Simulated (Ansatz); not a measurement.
# InAs wire along [111], 14 atoms a period, H-terminated: bands by functional

What gap, if any, does the InAs wire along [111], 14 atoms a period, H-terminated have, and how does it change with the functional?

Method: DFT PBE, plane waves, PAW; relaxation of a wire's period; PAW set soft_1, in the first sound run; inputs show where later runs differ, in Ansatz 0.2.0.

## Step 1: Starting point

The cell holds 32 atoms: 7 In, 7 As and 18 H. Cell: a = 14.084 Å, b = 14.994 Å, c = 10.721 Å, α = 90.0°, β = 90.0°, γ = 90.0°. Vacuum lies along a and b. The structure's axis is c.

## Step 2: The relaxed wire

Band widths follow the bond lengths, so the wire is relaxed first. The atoms and the third cell vector are free; the box across stays fixed as vacuum. A Fermi-Dirac smearing is set since the result may be a metal. The pressure printed is a third of the stress's trace over the whole box, vacuum included; only the stress along the axis is relaxed.

input.yaml

```yaml
crystal:
  lattice:
    - [14.084, 0.0, 0.0]
    - [0.0, 14.994, 0.0]
    - [0.0, 0.0, 10.7213944989]
  atoms:
    - { symbol: In, position: [0.344601244, 0.422951084, 0.0] }
    - { symbol: In, position: [0.655378791, 0.422951084, 0.0] }
    - { symbol: As, position: [0.344601244, 0.422951084, 0.25] }
    - { symbol: As, position: [0.499990017, 0.675757898, 0.25] }
    - { symbol: As, position: [0.655378791, 0.422951084, 0.25] }
    - { symbol: H, position: [0.241408691, 0.647451348, 0.277992274] }
    - { symbol: H, position: [0.499990017, 0.22675737, 0.277992274] }
    - { symbol: H, position: [0.758571344, 0.647451348, 0.277992274] }
    - { symbol: H, position: [0.25474256, 0.374219791, 0.298190249] }
    - { symbol: H, position: [0.499990017, 0.773220484, 0.298190249] }
    - { symbol: H, position: [0.745237474, 0.374219791, 0.298190249] }
    - { symbol: In, position: [0.344601244, 0.59148896, 0.333333333] }
    - { symbol: In, position: [0.499990017, 0.338682146, 0.333333333] }
    - { symbol: In, position: [0.655378791, 0.59148896, 0.333333333] }
    - { symbol: As, position: [0.344601244, 0.59148896, 0.583333333] }
    - { symbol: As, position: [0.499990017, 0.338682146, 0.583333333] }
    - { symbol: As, position: [0.655378791, 0.59148896, 0.583333333] }
    - { symbol: H, position: [0.25474256, 0.542757667, 0.631523582] }
    - { symbol: H, position: [0.344601244, 0.688951546, 0.631523582] }
    - { symbol: H, position: [0.410131334, 0.289950853, 0.631523582] }
    - { symbol: H, position: [0.589848701, 0.289950853, 0.631523582] }
    - { symbol: H, position: [0.655378791, 0.688951546, 0.631523582] }
    - { symbol: H, position: [0.745237474, 0.542757667, 0.631523582] }
    - { symbol: In, position: [0.499990017, 0.507220022, 0.666666667] }
    - { symbol: As, position: [0.499990017, 0.507220022, 0.916666667] }
    - { symbol: H, position: [0.241408691, 0.478913472, 0.94465894] }
    - { symbol: H, position: [0.344601244, 0.311026308, 0.94465894] }
    - { symbol: H, position: [0.396797464, 0.731720287, 0.94465894] }
    - { symbol: H, position: [0.60318257, 0.731720287, 0.94465894] }
    - { symbol: H, position: [0.655378791, 0.311026308, 0.94465894] }
    - { symbol: H, position: [0.758571344, 0.478913472, 0.94465894] }
    - { symbol: In, position: [0.499990017, 0.675757898, 0.0] }
kpoints:
  mp_grid: { grid: [1, 1, 8] }
scf:
  occupations: { method: fermi_dirac, width: 0.05 }
hamiltonian:
  xc: pbe
  pseudopotentials: { kind: paw, azcp: { folder: soft_1 } }
relax:
  cell: { fix: [a, b, alpha, beta, gamma] }
  max_steps: 45
  f_tol: 0.03
```

The run is started by

```
$ ansatz run input.yaml --threads 4 --pin off --max-ram 16384MiB --backend cpu --events-out ev --progress --plain --runs-dir out
```

Numbers of over 12 decimals in the logs are rounded to 6 here.

Log:

```text
Engine: ansatz 0.2.0, aarch64-unknown-linux-gnu
Pseudopotentials: kind: paw
Pseudopotential: In, paw, valence charge 13, recommended cutoff 420 eV (normal), soft_1/In.paw.azcp
Pseudopotential: As, paw, valence charge 15, recommended cutoff 420 eV (normal), soft_1/As.paw.azcp
Pseudopotential: H, paw, valence charge 1, recommended cutoff 420 eV (normal), soft_1/H.paw.azcp
Functional definition: PBE
  parameter kappa = 0.804
  parameter beta = 0.066725
  exchange = pbe_x(kappa = kappa, mu = beta*pi^2/3)
  correlation = pbe_c(beta = beta)
Crystal: 32 atoms, lattice volume = 2264.096 Å³
Basis set: ecut = 420 eV, 44235 PW (Γ), exchange–correlation on 192×216×144 points (8 copies of the dense FFT grid, shifted against one another)
Bands: 139, of which v1, the nominal top of the filled ones, is band 107 counted from 1 (106 counted from 0)
Symmetry: 2 space group operations
Space group: Pm (ITA 6), of the structure as read, at distance tolerance 1.3e-4 Å
k-points: 5 of 8 (time reversal used)
Non-local potential: In, projectors of the file, l = 0: 2, l = 1: 2, l = 2: 2, l = 3: 1
Non-local potential: As, projectors of the file, l = 0: 2, l = 1: 2, l = 2: 3, l = 3: 1
Non-local potential: H, projectors of the file, l = 0: 2, l = 1: 1
PAW form: soft (Blöchl's): semilocal exchange-correlation on the pseudo side does not see the compensation charge
PAW one-centre angular grid: In, 590 points (default); XC on 64 Gauss nodes
PAW one-centre angular grid: As, 590 points (default); XC on 64 Gauss nodes
PAW one-centre angular grid: H, 110 points (default); XC on 64 Gauss nodes
Initial density: superposition of atomic densities (neutral atoms: chi_scale 0, normalization atom)
Initial wavefunctions: pseudopotential atomic-orbital guess
Functional: x = pbe(κ = 0.804, μ = 0.219515), c = pbe(β = 0.066725)
SCF iter   1: F=—  HF=-73464.698583 eV  |F-HF|=—  |Δ(HF+E_count)|=         —  Δρ=2.69e-2  dr2=1.98e1  ethr=3.10e-3  ⟨swp⟩=7.0  Hψ=3125  notcnv=0  defer=29
preconditioner: auto → Resta (q_TF=auto, 1.841 Å⁻¹)  ε∞=1.5  [insulator: Δε(μ)=2.765 eV  Ē_g=13.168 eV  σ=0.050 eV  W_gap=1.00  n_scr=246 (ndim 8)  ℏωp=9.4 eV  f_vac=0.656  D(μ)=0.00/eV (n_scr^D=0)  ε∞_Penn≈1.5  vacuum switching on, ρ_ref=1.3e-2 e/Å³]
SCF iter   2: F=—  HF=-73459.066495 eV  |F-HF|=—  |Δ(HF+E_count)|=    5.63e0  Δρ=1.01e-2  dr2=2.72e0  ethr=3.10e-3  ⟨swp⟩=3.6  Hψ=1222  notcnv=0  defer=128
SCF iter   3: F=—  HF=-73458.479510 eV  |F-HF|=—  |Δ(HF+E_count)|=   5.87e-1  Δρ=3.69e-3  dr2=5.52e-1  ethr=1.27e-3  ⟨swp⟩=4.2  Hψ=1177  notcnv=0  defer=115
SCF iter   4: F=—  HF=-73458.363491 eV  |F-HF|=—  |Δ(HF+E_count)|=   1.16e-1  Δρ=1.03e-3  dr2=2.76e-2  ethr=2.58e-4  ⟨swp⟩=4.0  Hψ=1040  notcnv=0  defer=115
SCF iter   5: F=—  HF=-73458.364585 eV  |F-HF|=—  |Δ(HF+E_count)|=   1.09e-3  Δρ=3.58e-4  dr2=3.60e-3  ethr=1.29e-5  ⟨swp⟩=3.0  Hψ=1285  notcnv=0  defer=115
SCF iter   6: F=—  HF=-73458.364737 eV  |F-HF|=—  |Δ(HF+E_count)|=   1.53e-4  Δρ=1.27e-4  dr2=5.09e-4  ethr=1.68e-6  ⟨swp⟩=2.0  Hψ=840  notcnv=0  defer=115
SCF iter   7: F=—  HF=-73458.364864 eV  |F-HF|=—  |Δ(HF+E_count)|=   1.27e-4  Δρ=4.27e-5  dr2=4.07e-5  ethr=2.38e-7  ⟨swp⟩=2.0  Hψ=734  notcnv=0  defer=115
SCF iter   8: F=—  HF=-73458.365225 eV  |F-HF|=—  |Δ(HF+E_count)|=   3.61e-4  Δρ=1.03e-5  dr2=2.70e-6  ethr=1.90e-8  ⟨swp⟩=2.0  Hψ=965  notcnv=0  defer=115
SCF iter   9: F=—  HF=-73458.365228 eV  |F-HF|=—  |Δ(HF+E_count)|=   3.02e-6  Δρ=3.57e-6  dr2=5.23e-7  ethr=1.26e-9  ⟨swp⟩=2.0  Hψ=1040  notcnv=0  defer=115
SCF iter  10: F=-73458.365228 eV  HF=-73458.365228 eV  |F-HF|=7.57e-9  |Δ(HF+E_count)|=   2.87e-7  Δρ=1.52e-6  dr2=8.57e-8  ethr=4.67e-11  ⟨swp⟩=3.0  Hψ=2519  notcnv=0
SCF 1 converged in 10 iterations: F = -73458.365228 eV  dr2 = 8.57e-8
  greatest PAW one-centre occupation: 0.999 electrons in one spin orbital (limit 2), on the As atom at site 14 (counted from 0), in its partial waves of l = 2
relax step   1: F+E_penalty+E_count = -73458.36522846 eV  Δ(F+E_penalty+E_count) = +0.000e0 eV  max|allowed force component| = 1.483e0 eV/Å  Δτ_max = 0.0000 Å  P = -0.300 GPa  Ω = 2264.096 Å³  fix = [a, b, alpha, beta, gamma]  reactions: a -0.470, b -0.472 GPa; alpha -0.001 GPa/rad  (10 SCF iters, dr2 threshold 1.00e-7 eV, accepted)
Crystal: 32 atoms, lattice volume = 2264.024 Å³
Initial density: handed on by an earlier stage of this run
Initial wavefunctions: those handed on with the density
iter 1 solved again at ethr=1.48e-4 eV; its pass at ethr=3.10e-3 eV (dr2=3.16e-1 eV) is discarded
SCF iter   1: F=—  HF=-73459.558176 eV  |F-HF|=—  |Δ(HF+E_count)|=         —  Δρ=3.54e-3  dr2=3.15e-1  ethr=1.48e-4  ⟨swp⟩=6.4  Hψ=3216  notcnv=0  defer=2
preconditioner: auto → Resta (q_TF=auto, 1.841 Å⁻¹)  ε∞=1.5  [insulator: Δε(μ)=2.401 eV  Ē_g=13.161 eV  σ=0.050 eV  W_gap=1.00  n_scr=246 (ndim 8)  ℏωp=9.4 eV  f_vac=0.697  D(μ)=0.00/eV (n_scr^D=0)  ε∞_Penn≈1.5  vacuum switching on, ρ_ref=1.3e-2 e/Å³]
SCF iter   2: F=—  HF=-73459.473663 eV  |F-HF|=—  |Δ(HF+E_count)|=   8.45e-2  Δρ=1.79e-3  dr2=4.63e-2  ethr=1.47e-4  ⟨swp⟩=3.8  Hψ=1177  notcnv=0  defer=43
SCF iter   3: F=—  HF=-73459.469418 eV  |F-HF|=—  |Δ(HF+E_count)|=   4.24e-3  Δρ=5.95e-4  dr2=1.01e-2  ethr=2.16e-5  ⟨swp⟩=3.0  Hψ=1298  notcnv=0  defer=97
SCF iter   4: F=—  HF=-73459.468013 eV  |F-HF|=—  |Δ(HF+E_count)|=   1.41e-3  Δρ=1.67e-4  dr2=6.85e-4  ethr=4.70e-6  ⟨swp⟩=2.2  Hψ=812  notcnv=0  defer=97
SCF iter   5: F=—  HF=-73459.468349 eV  |F-HF|=—  |Δ(HF+E_count)|=   3.36e-4  Δρ=4.88e-5  dr2=9.25e-5  ethr=3.20e-7  ⟨swp⟩=2.0  Hψ=1008  notcnv=0  defer=97
SCF iter   6: F=—  HF=-73459.468346 eV  |F-HF|=—  |Δ(HF+E_count)|=   2.60e-6  Δρ=1.92e-5  dr2=1.02e-5  ethr=4.32e-8  ⟨swp⟩=2.0  Hψ=965  notcnv=0  defer=97
SCF iter   7: F=-73459.468348 eV  HF=-73459.468348 eV  |F-HF|=9.89e-8  |Δ(HF+E_count)|=   1.76e-6  Δρ=5.45e-6  dr2=6.93e-7  ethr=1.50e-9  ⟨swp⟩=4.8  Hψ=1961  notcnv=0
SCF 2 converged in 7 iterations: F = -73459.468348 eV  dr2 = 6.93e-7
relax step   2: F+E_penalty+E_count = -73459.46834785 eV  Δ(F+E_penalty+E_count) = -1.103e0 eV  max|allowed force component| = 4.550e-1 eV/Å  Δτ_max = 0.1948 Å  P = -0.106 GPa  Ω = 2264.024 Å³  energy of the carried Pulay correction = +6.996e-6 eV  fix = [a, b, alpha, beta, gamma]  reactions: a -0.143, b -0.148 GPa; alpha +0.000 GPa/rad  (7 SCF iters, dr2 threshold 3.20e-6 eV, accepted)
Crystal: 32 atoms, lattice volume = 2264.342 Å³
Basis set: ecut = 420 eV, 44251 PW (Γ), exchange–correlation on 192×216×144 points (8 copies of the dense FFT grid, shifted against one another)
iter 1 solved again at ethr=3.45e-4 eV; its pass at ethr=3.10e-3 eV (dr2=7.38e-1 eV) is discarded
[...]
Initial wavefunctions: pseudopotential atomic-orbital guess (no wavefunctions were taken with the density)
iter 1 solved again at ethr=4.37e-8 eV; its pass at ethr=3.10e-3 eV (dr2=9.36e-5 eV) is discarded
SCF iter   1: F=—  HF=-73459.957788 eV  |F-HF|=—  |Δ(HF+E_count)|=         —  Δρ=4.52e-5  dr2=1.28e-6  ethr=4.37e-8  ⟨swp⟩=5.2  Hψ=5294  notcnv=0
preconditioner: auto → Resta (q_TF=auto, 1.839 Å⁻¹)  ε∞=1.5  [insulator: Δε(μ)=2.816 eV  Ē_g=13.247 eV  σ=0.050 eV  W_gap=1.00  n_scr=246 (ndim 8)  ℏωp=9.3 eV  f_vac=0.702  D(μ)=0.00/eV (n_scr^D=0)  ε∞_Penn≈1.5  vacuum switching on, ρ_ref=1.3e-2 e/Å³]
SCF iter   2: F=—  HF=-73459.962467 eV  |F-HF|=—  |Δ(HF+E_count)|=   4.68e-3  Δρ=2.27e-5  dr2=3.12e-7  ethr=5.96e-10  ⟨swp⟩=3.0  Hψ=1263  notcnv=0
SCF iter   3: F=—  HF=-73459.964784 eV  |F-HF|=—  |Δ(HF+E_count)|=   2.32e-3  Δρ=1.82e-6  dr2=4.63e-8  ethr=1.46e-10  ⟨swp⟩=3.0  Hψ=1158  notcnv=0
SCF iter   4: F=—  HF=-73459.964815 eV  |F-HF|=—  |Δ(HF+E_count)|=   3.13e-5  Δρ=6.43e-7  dr2=1.11e-8  ethr=2.16e-11  ⟨swp⟩=4.0  Hψ=1387  notcnv=0
SCF iter   5: F=—  HF=-73459.964821 eV  |F-HF|=—  |Δ(HF+E_count)|=   6.61e-6  Δρ=2.25e-7  dr2=2.37e-9  ethr=5.17e-12  ⟨swp⟩=3.0  Hψ=1090  notcnv=0
SCF iter   6: F=-73459.964822 eV  HF=-73459.964822 eV  |F-HF|=1.68e-7  |Δ(HF+E_count)|=   6.53e-7  Δρ=8.21e-8  dr2=2.49e-10  ethr=1.00e-12  ⟨swp⟩=3.0  Hψ=2507  notcnv=0
SCF 8 converged in 6 iterations: F = -73459.964822 eV  dr2 = 2.49e-10
relax step   8: F+E_penalty+E_count = -73459.96482229 eV  Δ(F+E_penalty+E_count) = -2.104e-3 eV  max|allowed force component| = 5.929e-3 eV/Å  Δτ_max = 0.0000 Å  P = +0.002 GPa  Ω = 2284.226 Å³  fix = [a, b, alpha, beta, gamma]  reactions: a +0.004, b +0.000 GPa; alpha -0.000 GPa/rad  stress off target by 1.90e-3 GPa on what of the cell is left free  SCF on the basis re-selected at this cell (its energy is not comparable with the rows above)  (6 SCF iters)
basis re-selected at this cell: Δ(F+E_penalty+E_count) = -2.104e-3 eV, ΔP = +0.001 GPa vs the last step (what re-selecting the basis moved, of the pressure what is left beyond the Pulay correction that the steps carried, after the strain that the cell walked since its last selection, with what the two solves' SCF thresholds leave and, on support functions, any second-order correction that the steps lacked; it is no measure of the basis error at this ecutwfc). The dense FFT grid was sized anew with the basis: this SCF ran on 96×108×75 points, the steps before it on 96×108×72, so part of this shift can come from that change (see relax.cell in the input reference). [rest of the remark cut]
SCF converged after 6 iterations
Free energy (F): -73459.964822 eV
Harris-Foulkes:  -73459.964822 eV  (|F-HF|=1.68e-7)
Internal energy: -73459.964822 eV  (E = F + TS)
E sigma→0 (E₀):  -73459.964822 eV
Fermi energy:    -2.156570 eV
--- Per-component energies (eV) ---
  E_band       = -4348.538360
  E_kinetic    = 2436.769675
  E_local      = -82281.279783  (includes V_loc(G=0)·N_el)
  E_nonlocal   = -452.696250
  E_hartree    = 40013.347515
  E_xc         = -1640.027650
  E_vxc        = -1330.105377  (∫ρ·V_xc dr)
  E_paw        = -43574.675968  (= ΣΔE_a)
  E_vpaw       = -2747.904862  (= ΣTr[D̂ρ^β])
  E_aug_tail   = -0.015074  (compensation charges beyond the density's cutoff)
  E_ewald      = 12038.612712
  E_smearing   = -0.000000  (= −TS)
  E_closure    = -0.000000  (closes the sum)
  Σ components = -73459.964822   (vs F -73459.964822, Δ=0.00e0)
--- Forces (eV/Å), atoms counted from 1 ---
  atom   1  In     0.00249982     0.00143889    -0.00108751
  atom   2  In    -0.00249982     0.00143889    -0.00108751
  atom   3  As    -0.00186211    -0.00124687    -0.00190903
  atom   4  As     0.00000000     0.00232850    -0.00185151
  atom   5  As     0.00186211    -0.00124687    -0.00190903
  atom   6  H      0.00382968    -0.00214203     0.00272169
  atom   7  H      0.00000000     0.00445251     0.00262783
  atom   8  H     -0.00382968    -0.00214203     0.00272169
  atom   9  H      0.00015686     0.00012514    -0.00037633
  atom  10  H      0.00000000    -0.00015864    -0.00043719
  atom  11  H     -0.00015686     0.00012514    -0.00037633
  atom  12  In    -0.00134481     0.00079481    -0.00411922
  atom  13  In     0.00000000    -0.00148460    -0.00414229
  atom  14  In     0.00134481     0.00079481    -0.00411922
  atom  15  As     0.00389058    -0.00221267     0.00169021
  atom  16  As     0.00000000     0.00441325     0.00140617
  atom  17  As    -0.00389058    -0.00221267     0.00169021
  atom  18  H     -0.00534659    -0.00136112     0.00228625
  atom  19  H     -0.00144452     0.00530964     0.00234861
  atom  20  H     -0.00385495    -0.00387712     0.00237917
  atom  21  H      0.00385495    -0.00387712     0.00237917
  atom  22  H      0.00144452     0.00530964     0.00234861
  atom  23  H      0.00534659    -0.00136112     0.00228625
  atom  24  In     0.00000000     0.00000256    -0.00126538
  atom  25  As     0.00000000     0.00004607     0.00592912
  atom  26  H      0.00047784     0.00177714    -0.00161727
  atom  27  H      0.00211487    -0.00053024    -0.00145159
  atom  28  H     -0.00141523    -0.00152989    -0.00161638
  atom  29  H      0.00141523    -0.00152989    -0.00161638
  atom  30  H     -0.00211487    -0.00053024    -0.00145159
  atom  31  H     -0.00047784     0.00177714    -0.00161727
  atom  32  In     0.00000000    -0.00269313    -0.00075847
  max |Σ_I F_I| component: 5.44e-6 eV/Å
--- Stress (GPa, compression-positive) ---
        0.003745       0.000000      -0.000000
        0.000000       0.000177       0.000368
       -0.000000       0.000368       0.001904
  P = ⅓ Tr σ = 0.0019 GPa (0.019 kbar)
--- Relaxed structure (7 steps of the walk, 7 accepted, 1 SCFs on fresh bases) ---
  F+E_penalty+E_count = -73459.96482229 eV   max|allowed force component| = 5.929e-3 eV/Å   (the final SCF, on the basis selected at the relaxed cell)
  cell:  # Å, volume = 2284.2262 Å³
    - [14.084, 0, 0]
    - [0, 14.994, 0]
    - [0, 0, 10.816720]
  atoms:
    - { symbol: In, position: [0.335528, 0.417919, -0.012583] }
    - { symbol: In, position: [0.664472, 0.417919, -0.012583] }
    - { symbol: As, position: [0.353537, 0.427825, 0.240322] }
    - { symbol: As, position: [0.5, 0.666135, 0.240280] }
    - { symbol: As, position: [0.646463, 0.427825, 0.240322] }
    - { symbol: H, position: [0.234270, 0.651268, 0.294652] }
    - { symbol: H, position: [0.5, 0.219077, 0.294723] }
    - { symbol: H, position: [0.765730, 0.651268, 0.294652] }
    - { symbol: H, position: [0.267915, 0.381375, 0.297898] }
    - { symbol: H, position: [0.5, 0.759016, 0.297816] }
    - { symbol: H, position: [0.732085, 0.381375, 0.297898] }
    - { symbol: In, position: [0.339472, 0.594355, 0.321654] }
    - { symbol: In, position: [0.5, 0.333151, 0.321707] }
    - { symbol: In, position: [0.660528, 0.594355, 0.321654] }
    - { symbol: As, position: [0.358302, 0.584124, 0.574985] }
    - { symbol: As, position: [0.5, 0.353586, 0.575005] }
    - { symbol: As, position: [0.641698, 0.584124, 0.574985] }
    - { symbol: H, position: [0.266653, 0.547219, 0.628996] }
    - { symbol: H, position: [0.346477, 0.677128, 0.628983] }
    - { symbol: H, position: [0.420159, 0.297455, 0.628983] }
    - { symbol: H, position: [0.579841, 0.297455, 0.628983] }
    - { symbol: H, position: [0.653523, 0.677128, 0.628983] }
    - { symbol: H, position: [0.733347, 0.547219, 0.628996] }
    - { symbol: In, position: [0.5, 0.507307, 0.707337] }
    - { symbol: As, position: [0.5, 0.507192, 0.945817] }
    - { symbol: H, position: [0.240112, 0.485754, 0.948417] }
    - { symbol: H, position: [0.350500, 0.306330, 0.948688] }
    - { symbol: H, position: [0.389650, 0.729193, 0.948457] }
    - { symbol: H, position: [0.610350, 0.729193, 0.948457] }
    - { symbol: H, position: [0.649500, 0.306330, 0.948688] }
    - { symbol: H, position: [0.759888, 0.485754, 0.948417] }
    - { symbol: In, position: [0.5, 0.685685, -0.012613] }
```

Elapsed: 4.4 min, on 4 threads of Arm Neoverse V2, shared host; peak memory 5.2 GiB.

Relaxation path:

| step | energy less that of the first step (eV) | largest force component (eV/Å) | pressure (GPa) | volume (Å³) |
| --- | --- | --- | --- | --- |
| 1 | 0.0000 | 1.4832 | -0.30 | 2264.10 |
| 2 | -1.1031 | 0.4550 | -0.11 | 2264.02 |
| 3 | -1.5340 | 0.1968 | -0.02 | 2264.34 |
| 4 | -1.5762 | 0.0815 | -0.02 | 2268.21 |
| 5 | -1.5820 | 0.1437 | -0.02 | 2295.91 |
| 6 | -1.5957 | 0.0324 | 0.00 | 2288.12 |
| 7 | -1.5975 | 0.0059 | 0.00 | 2284.23 |
| 8* | -1.5996 | 0.0059 | 0.00 | 2284.23 |

Relaxation steps marked * repeat the geometry before them on a plane-wave basis chosen anew for their cell, so energy and pressure can jump there.

Forces are held to the 2 operations that the run works with; a distortion that breaks them can't arise in this run.

| cell as run | before | after | change |
| --- | --- | --- | --- |
| c (Å) | 10.721 | 10.817 | +0.9 % |

The atoms that moved most (Å, along periodic axes as changes of fractional coordinates times the final cell, across vacuum about the mean position):

| atom | dx | dy | dz | length |
| --- | --- | --- | --- | --- |
| In24 | 0.000 | 0.001 | 0.440 | 0.440 |
| As25 | 0.000 | 0.000 | 0.315 | 0.315 |
| As16 | 0.000 | 0.223 | -0.090 | 0.241 |
| As17 | -0.193 | -0.110 | -0.090 | 0.240 |
| As15 | 0.193 | -0.110 | -0.090 | 0.240 |
| H7 | 0.000 | -0.115 | 0.181 | 0.215 |
| H6 | -0.101 | 0.057 | 0.180 | 0.214 |
| H8 | 0.101 | 0.057 | 0.180 | 0.214 |

This step gave:

```yaml
cell_length_along_the_wire: 10.82 Å
```

The cell's length comes to 10.817 Å with spin left out.

(Continued in part 2 of 2.)

[Logs are printed without paths, hosts, clocks, repeated set-up lines and the standing remarks that a program may print on its own settings, such as how far it seeks lower states.]

[Hosts, paths, dates, database ids (printed as entryN), source tags and the programs' standing remarks are cut or masked in the printed files.]
